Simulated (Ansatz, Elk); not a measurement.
# How far do independent atoms describe LiV2?, part 2 of 2

The structure of LiV2 used here is made up (a known structure type with other elements) and was relaxed beforehand with PBE. The aim is the Fourier transform of its all-electron density, F(hkl), set beside the sum over free spherical atoms that refinements use.

Elk 11.2.3 (patched build); all-electron DFT.

So far: The starting structure; Ground state and structure factors; The highest occupied states alone; Another try.

The structure was built from a prototype and need not be the compound's stable phase.

### 5. Another functional

Level of this step: DFT, PBEsol, all-electron APW+lo, Dirac cores, scalar-relativistic bands, static density, no spin (Elk).

The difference from free atoms is small, so it is set against the change that PBEsol makes.

File elk.in:

```
tasks
  0
  195

xctype
  22

spinpol
  .false.

rgkmax
  7.0

gmaxvr
  14.0

lmaxo
  7

lmaxapw
  8

swidth
  0.002

tshift
  .false.

ramdisk
  .false.

hmaxvr
  5.5

maxscl
  120

epspot
  1e-06

sppath
  './'

avec
  7.49249499730 -0.00000000000 0.00000000000
  -0.00000000000 7.49249499730 0.00000000000
  0.00000000000 0.00000000000 5.09998231753

atoms
  2
  'V.in'
  2
  0.0000000000 0.5000000000 0.5000000000   0.000000 0.000000 0.000000
  0.5000000000 -0.0000000000 0.5000000000   0.000000 0.000000 0.000000
  'Li.in'
  1
  -0.0000000000 0.0000000000 0.0000000000   0.000000 0.000000 0.000000

ngridk
  6 6 8
```

On the command line:

```
OMP_NUM_THREADS=4 elk
```

Numbers of over 12 decimals in the logs are rounded to 6 here.

The log of the run:

```text
┌─────────────────────────┐
│ Elk code version 11.2.3 │
└─────────────────────────┘

All units are atomic (Hartree, Bohr, etc.)

┌─────────────────────────────────────────────────┐
│ Ground-state run starting from atomic densities │
└─────────────────────────────────────────────────┘

Lattice vectors :
   7.492494997      -0.000000000       0.000000000
  -0.000000000       7.492494997       0.000000000
   0.000000000       0.000000000       5.099982318

Reciprocal lattice vectors :
  0.8385971975       0.000000000      -0.000000000
[...]
interstitial                :    3.529776929
 muffin-tins (core leakage)
  species : 1 (V)
   atom 1                    :    21.52492812     ( -0.2221821536E-06)
   atom 2                    :    21.52492812     ( -0.2221821536E-06)
  species : 2 (Li)
   atom 1                    :    2.420366840     (   0.000000000    )
 total in muffin-tins        :    45.47022307
 total calculated charge     :    48.99965941
 total charge                :    49.00000000
 error                       :   0.3405895427E-03

┌──────────────────────────────┐
│ Self-consistent loop stopped │
└──────────────────────────────┘

Wrote STATE.OUT
[key lines of the parts left out:]
total energy                :     -1903.9750130817
```

Wall time 19 s (4 threads of Intel Xeon at 2.70GHz, shared host); peak memory 0.16 GiB; 55 s of CPU time.

Against the first run R = 0.07 %; the largest change is -0.029 at 220.

### 6. Basis size

The basis and the expansions that go with it are enlarged, to see whether the differences are converged.

Changes to elk.in since step 5:

```diff
@@ -5,3 +5,3 @@
 xctype
-  22
+  20
 
@@ -11,12 +11,12 @@
 rgkmax
-  7.0
+  8.5
 
 gmaxvr
-  14.0
+  18.0
 
 lmaxo
-  7
+  9
 
 lmaxapw
-  8
+  10
```

On the command line:

```
OMP_NUM_THREADS=4 elk
```

The log of the run:

```text
┌─────────────────────────┐
│ Elk code version 11.2.3 │
└─────────────────────────┘

All units are atomic (Hartree, Bohr, etc.)

┌─────────────────────────────────────────────────┐
│ Ground-state run starting from atomic densities │
└─────────────────────────────────────────────────┘

Lattice vectors :
   7.492494997      -0.000000000       0.000000000
  -0.000000000       7.492494997       0.000000000
   0.000000000       0.000000000       5.099982318

Reciprocal lattice vectors :
  0.8385971975       0.000000000      -0.000000000
[...]
interstitial                :    3.522818669
 muffin-tins (core leakage)
  species : 1 (V)
   atom 1                    :    21.52797795     ( -0.2221838553E-06)
   atom 2                    :    21.52797795     ( -0.2221838553E-06)
  species : 2 (Li)
   atom 1                    :    2.421225423     (   0.000000000    )
 total in muffin-tins        :    45.47718133
 total calculated charge     :    49.00005680
 total charge                :    49.00000000
 error                       :   0.5680412546E-04

┌──────────────────────────────┐
│ Self-consistent loop stopped │
└──────────────────────────────┘

Wrote STATE.OUT
[key lines of the parts left out:]
total energy                :     -1906.0421043596
```

Wall time 38 s (4 threads); peak memory 0.19 GiB; 1.9 min of CPU time.

Against the first run R = 0.01 %; the largest change is -0.006 at 003.

### 7. A coarser k-mesh

About half the k-points along each axis test the sampling.

Changes to elk.in since step 6:

```diff
@@ -11,12 +11,12 @@
 rgkmax
-  8.5
+  7.0
 
 gmaxvr
-  18.0
+  14.0
 
 lmaxo
-  9
+  7
 
 lmaxapw
-  10
+  8
 
@@ -59,2 +59,2 @@
 ngridk
-  6 6 8
+  3 3 4
```

On the command line:

```
OMP_NUM_THREADS=4 elk
```

The log of the run:

```text
┌─────────────────────────┐
│ Elk code version 11.2.3 │
└─────────────────────────┘

All units are atomic (Hartree, Bohr, etc.)

┌─────────────────────────────────────────────────┐
│ Ground-state run starting from atomic densities │
└─────────────────────────────────────────────────┘

Lattice vectors :
   7.492494997      -0.000000000       0.000000000
  -0.000000000       7.492494997       0.000000000
   0.000000000       0.000000000       5.099982318

Reciprocal lattice vectors :
  0.8385971975       0.000000000      -0.000000000
[...]
interstitial                :    3.532273967
 muffin-tins (core leakage)
  species : 1 (V)
   atom 1                    :    21.52033677     ( -0.2221835960E-06)
   atom 2                    :    21.52033677     ( -0.2221835960E-06)
  species : 2 (Li)
   atom 1                    :    2.427052496     (   0.000000000    )
 total in muffin-tins        :    45.46772603
 total calculated charge     :    48.99969810
 total charge                :    49.00000000
 error                       :   0.3018954081E-03

┌──────────────────────────────┐
│ Self-consistent loop stopped │
└──────────────────────────────┘

Wrote STATE.OUT
[key lines of the parts left out:]
total energy                :     -1906.0341991830
```

Run time: 9.9 s. Hardware: 4 threads; peak memory 0.16 GiB.

Against the first run R = 0.11 %; the largest change is -0.052 at 220.

### 8. Settings against the effect

| run | R against the first run (%) | R against neutral atoms, low angle (%) | wall time |
| --- | --- | --- | --- |
| PBE, rgkmax 7 | 0.00 | 1.35 | 17 s |
| PBEsol | 0.07 | 1.40 | 19 s |
| rgkmax 8.5 with larger expansions | 0.01 | 1.34 | 38 s |
| k-mesh 3×3×4 | 0.11 | 1.33 | 9.9 s |

### 9. Results

| Property | Result |
| --- | --- |
| R against neutral atoms, sin θ/λ < 0.3 Å⁻¹ | 1.35 % |
| R against neutral atoms, 0.3 to 0.82 Å⁻¹ | 0.49 % |

In words: Independent neutral atoms miss the calculated amplitudes by R = 1.35 % below 0.3 Å⁻¹ and 0.49 % from there to 0.82 Å⁻¹; by shells, 11.43 % below 0.15 Å⁻¹ (1 form), 1.19 % 0.15 to 0.3 (6 forms), 0.35 % 0.3 to 0.45 (12 forms), 0.53 % above 0.45 (63 forms). Bonding, aspherical density and the tables' own atoms all enter these figures, and the runs don't part them. The largest change of an amplitude is -0.34 electrons, at 111. The window's part falls from 11.0 electrons at the origin to at most 0.46 between 0.45 and 0.82 Å⁻¹. Below 0.3 Å⁻¹ the changes that finished (PBEsol, rgkmax 8.5 with larger expansions and k-mesh 3×3×4) move F by R = 0.06 % at most, against the 1.35 % that separates it from free atoms. These runs have no spin, though d or f shells may be open. Part of the difference isn't bonding: the tables are fits to free atoms and ions calculated by other methods than this functional. Thermal motion, anomalous dispersion and extinction are left out.

[Logs are printed without paths, hosts, clocks, repeated set-up lines and the standing remarks that a program may print on its own settings, such as how far it seeks lower states.]

[Hosts, paths, dates, database ids (printed as entryN), source tags and the programs' standing remarks are cut or masked in the printed files.]
